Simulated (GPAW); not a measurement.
# CN in line between two Al chains: relaxation, then transmission at several levels, part 4 of 4

Aim: the conductance of CN in line between two Al chains after relaxation, and whether geometry, basis or functional moves it most.

GPAW 26.7.0; GPAW LCAO, PAW setups; relaxation of the junction within the symmetry of its start, lead ends held (the session's first sound run).

So far, transmission at the Fermi level (one spin): step 3 (GPAW, dzp, PBE, GPAW) 1.95; step 4 (basis szp(dzp), PBE, GPAW) 1.96; step 5 (basis sz(dzp), PBE, GPAW) 1.97; step 6 (LDA) 1.96; step 7 (the structure as built: geometry = "as built", PBE, GPAW) 1.98. Also open channels of the lead at the Fermi level (one spin): 2 in steps 3, 4, 5, 6 and 7.

**10. Mixing 0.25 (continued)**

Level of this step: GPAW LCAO, PAW setups; Landauer transmission from Green's functions with principal layers (ASE), zero bias (GPAW).

One spin. The transmission, zone mean by energy, zero at the Fermi level:

```
energy (eV)  transmission, zone mean
     -2.000                   0.0105
     -1.900                  0.00926
     -1.800                  0.00796
     -1.700                  0.00657
     -1.600                  0.00510
     -1.500                  0.00352
     -1.400                  0.00182
     -1.300                   1.7e-8
     -1.200                  1.5e-11
     -1.100                  3.4e-12
     -1.000                  1.9e-12
     -0.900                  1.5e-12
     -0.800                  1.4e-12
     -0.700                  1.3e-12
     -0.600                  1.3e-12
     -0.500                  2.8e-11
     -0.400                    0.239
     -0.300                     1.98
     -0.200                     1.97
     -0.100                     1.97
      0.000                     1.95
      0.100                     1.93
      0.200                     1.91
      0.300                     1.89
      0.400                     1.87
      0.500                     1.85
      0.600                     1.84
      0.700                     1.83
      0.800                     1.83
      0.900                     1.82
      0.950                     2.10
      1.000                     2.06
      1.100                     2.00
      1.200                     1.95
      1.300                     1.90
      1.400                     1.86
      1.500                     1.82
      1.600                     1.78
      1.700                     1.74
      1.800                     1.71
      1.900                     1.67
      2.000                     1.64
```

Crossings of the lead's bands, unfolded to its shortest repeat. Table of open channels, zone mean by energy, zero at the Fermi level:

energy (eV), open channels, zone mean and a bar:
```
   -2.000       1.00 ##########
   -1.800       1.00 ##########
   -1.600       1.00 ##########
   -1.400       1.00 ##########
   -1.200       0.00 
   -1.000       0.00 
   -0.800       0.00 
   -0.600       0.00 
   -0.400       2.00 ####################
   -0.200       2.00 ####################
    0.000       2.00 ####################
    0.200       2.00 ####################
    0.400       2.00 ####################
    0.600       2.00 ####################
    0.800       2.00 ####################
    1.000       3.00 ##############################
    1.200       3.00 ##############################
    1.400       3.00 ##############################
    1.600       3.00 ##############################
    1.800       3.00 ##############################
    2.000       3.00 ##############################
```

Not self-consistent under bias; the bias window is split evenly. Current through one cell, from the zero-bias transmission against bias:

```
bias (V)  current through one cell, from the zero-bias transmission (μA)
   0.100                                                            15.1
   0.200                                                            30.2
   0.500                                                            75.4
   1.000                                                             132
   1.500                                                             167
   2.000                                                             204
```

Table of transmission of the three most open eigenchannels by energy, zero at the Fermi level:

```
energy (eV)  channel 1  channel 2  channel 3
     -2.000     0.0105    1.5e-12          0
     -1.900    0.00926    1.5e-12          0
     -1.800    0.00796    1.4e-12          0
     -1.700    0.00657    1.4e-12          0
     -1.600    0.00510    1.4e-12          0
     -1.500    0.00352    1.4e-12          0
     -1.400    0.00182    1.4e-12          0
     -1.300     1.7e-8    1.3e-12          0
     -1.200    1.4e-11    1.3e-12          0
     -1.100    2.1e-12    1.3e-12          0
     -1.000    1.3e-12          0          0
     -0.900    1.3e-12          0          0
     -0.800    1.2e-12          0          0
     -0.700    1.2e-12          0          0
     -0.600    1.2e-12          0          0
     -0.500    1.3e-11    1.3e-11    1.2e-12
     -0.400      0.120      0.120    1.1e-12
     -0.300      0.989      0.989    1.1e-12
     -0.200      0.986      0.986    1.1e-12
     -0.100      0.983      0.983    1.1e-12
      0.000      0.977      0.977    1.1e-12
      0.100      0.967      0.967    1.0e-12
      0.200      0.955      0.955    1.0e-12
      0.300      0.943      0.943    1.0e-12
      0.400      0.934      0.934          0
      0.500      0.926      0.926    2.2e-12
      0.600      0.921      0.921    7.3e-12
      0.700      0.917      0.917    3.7e-11
      0.800      0.913      0.913    4.6e-10
      0.900      0.908      0.908     2.1e-7
      1.000      0.901      0.901      0.260
      1.100      0.893      0.893      0.215
      1.200      0.882      0.882      0.185
      1.300      0.870      0.870      0.164
      1.400      0.856      0.856      0.149
      1.500      0.842      0.842      0.136
      1.600      0.827      0.827      0.127
      1.700      0.813      0.813      0.118
      1.800      0.798      0.798      0.111
      1.900      0.784      0.784      0.105
      2.000      0.770      0.770     0.0998
```

The conductance equals that of the dzp run to 0.2 %.

**11. Results**

```
conductance                                        : 1.95 G₀
transmission at the Fermi level, mean of the spins : 1.95
thermopower                                        : about 0 (under 1.5 μV/K)
open channels of the lead there                    : 2
```

In words: In the dzp basis the junction conducts 1.95 G₀ at 300 K, with T = 1.95 a spin at the Fermi level; the sz basis reaches that conductance within 10 %. Relaxation moved atoms by up to 0.080 Å and took the conductance from 1.97 to 1.95 G₀, as a ratio about as much as the step from dzp to the minimal basis. The junction passes nearly all that the lead offers at the Fermi level. At the Fermi level two eigenchannels carry the current (0.98 and 0.98). Measured against the first run (dzp), the nearest curve is that of dzp-LDA (r.m.s. 0.038) and the farthest that of szp (0.15). Over the compared runs wall time goes from 64 s (sz) to 136 s (dzp), on a shared host. The leads kept an estimated spacing and the cell its length, so the junction may be under some tension or compression. The geometry comes from the orbital basis, which tends to overbind, and kept the symmetry of the start, so a structure of lower symmetry may lie lower. The run had no spin polarisation, so a magnetic state, which chains and small molecules with open shells often have, wasn't tested. An evenly spaced straight chain is an idealisation: free chains tend to dimerise, zigzag or, where a band edge lies near the Fermi level, turn magnetic. The currents use the zero-bias T(E) throughout, which holds only while the bias is small against the distance to the nearest feature.

[Logs are printed without paths, hosts, clocks, repeated set-up lines and the standing remarks that a program may print on its own settings, such as how far it seeks lower states.]

[Hosts, paths, dates, database ids (printed as entryN), source tags and the programs' standing remarks are cut or masked in the printed files.]
